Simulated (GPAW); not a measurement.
Consider SnO2 (Pnnm).

```cif
data_structure
_symmetry_space_group_name_H-M 'P 1'
_symmetry_Int_Tables_number 1
_cell_length_a 4.7880
_cell_length_b 4.8666
_cell_length_c 3.2409
_cell_angle_alpha 90.000
_cell_angle_beta 90.000
_cell_angle_gamma 90.000
_cell_volume 75.52
loop_
_atom_site_label
_atom_site_type_symbol
_atom_site_fract_x
_atom_site_fract_y
_atom_site_fract_z
_atom_site_occupancy
Sn1 Sn 0.00000 0.00000 0.00000 1
Sn2 Sn 0.50000 0.50000 0.50000 1
O3 O 0.70815 0.67896 0.00000 1
O4 O 0.20814 0.82104 0.50000 1
O5 O 0.79185 0.17896 0.50000 1
O6 O 0.29185 0.32104 0.00000 1
```

Absorber: atom 1, with 6 O at 2.09 Å (octahedral, site symmetry 2/m). Method: GPAW, LDA, full core hole (charged cell), 24-atom cell with 6.8 Å between holes, 3×3×3 k points, dipole transitions, Gaussian full width 8.49 eV.

What does the Sn K edge look like?

Main maxima up to 29 eV above the zero (height): 7.8 eV (1.59). A K edge sees empty p states on the absorber. 

The Sn K spectrum (energy from the lowest empty level; intensity scaled to a mean of 1 over the first 20 eV; polarised curves are means over the symmetry-equivalent atoms):

```tsv
E (eV)	isotropic	ε ∥ x	ε ∥ y	ε ∥ z
-2.00	0.10	0.11	0.11	0.07
-1.25	0.15	0.17	0.17	0.10
-0.50	0.22	0.25	0.25	0.16
0.25	0.31	0.35	0.36	0.23
1.00	0.43	0.48	0.49	0.32
1.75	0.57	0.63	0.64	0.44
2.50	0.73	0.80	0.80	0.58
3.25	0.90	0.97	0.98	0.75
4.00	1.07	1.14	1.15	0.93
4.75	1.24	1.30	1.30	1.11
5.50	1.38	1.42	1.43	1.29
6.25	1.49	1.51	1.52	1.45
7.00	1.57	1.56	1.56	1.58
7.75	1.59	1.56	1.55	1.66
8.50	1.58	1.52	1.51	1.70
9.25	1.52	1.45	1.43	1.68
10.00	1.43	1.36	1.32	1.62
10.75	1.33	1.24	1.21	1.52
11.50	1.21	1.13	1.10	1.40
12.25	1.09	1.02	1.00	1.26
13.00	0.98	0.92	0.91	1.12
13.75	0.89	0.83	0.84	1.00
14.50	0.81	0.76	0.78	0.89
15.25	0.75	0.70	0.74	0.80
16.00	0.70	0.65	0.71	0.73
16.75	0.66	0.62	0.68	0.68
17.50	0.63	0.59	0.66	0.64
18.25	0.61	0.58	0.64	0.62
19.00	0.60	0.57	0.62	0.60
19.75	0.59	0.57	0.61	0.59
20.50	0.58	0.57	0.59	0.57
21.25	0.57	0.58	0.57	0.56
22.00	0.57	0.59	0.56	0.56
22.75	0.57	0.60	0.55	0.55
23.50	0.57	0.61	0.55	0.54
24.25	0.56	0.62	0.54	0.53
25.00	0.55	0.62	0.54	0.51
25.75	0.54	0.61	0.53	0.50
26.50	0.53	0.59	0.52	0.48
27.25	0.51	0.57	0.51	0.46
28.00	0.49	0.54	0.50	0.43
28.75	0.47	0.51	0.48	0.41
29.50	0.45	0.48	0.47	0.39
30.25	0.43	0.45	0.46	0.37
31.00	0.41	0.43	0.45	0.35
31.75	0.40	0.41	0.44	0.34
```

The script folds with a Gaussian, whereas the core hole's own line is a Lorentzian, so the onset is too steep and the first peak too high. The structure is a computed Materials Project entry and may be a hypothetical form.

[Banner, clock and machine lines of the logs are left out without a mark of their own.]

[Logs are printed without paths, hosts, clocks, repeated set-up lines and the standing remarks that a program may print on its own settings, such as how far it seeks lower states.]

[Hosts, paths, dates, database ids (printed as entryN), source tags and the programs' standing remarks are cut or masked in the printed files.]

[Lists of maxima count a maximum above −3 eV only where it reaches 4 % of the highest in the window and stands out from its surroundings by 2 % of it (1.5 % where it reaches 55 %); shoulders and weaker maxima are passed over, and of the rest the first, up to two pre-edge ones and the few strongest are named.]
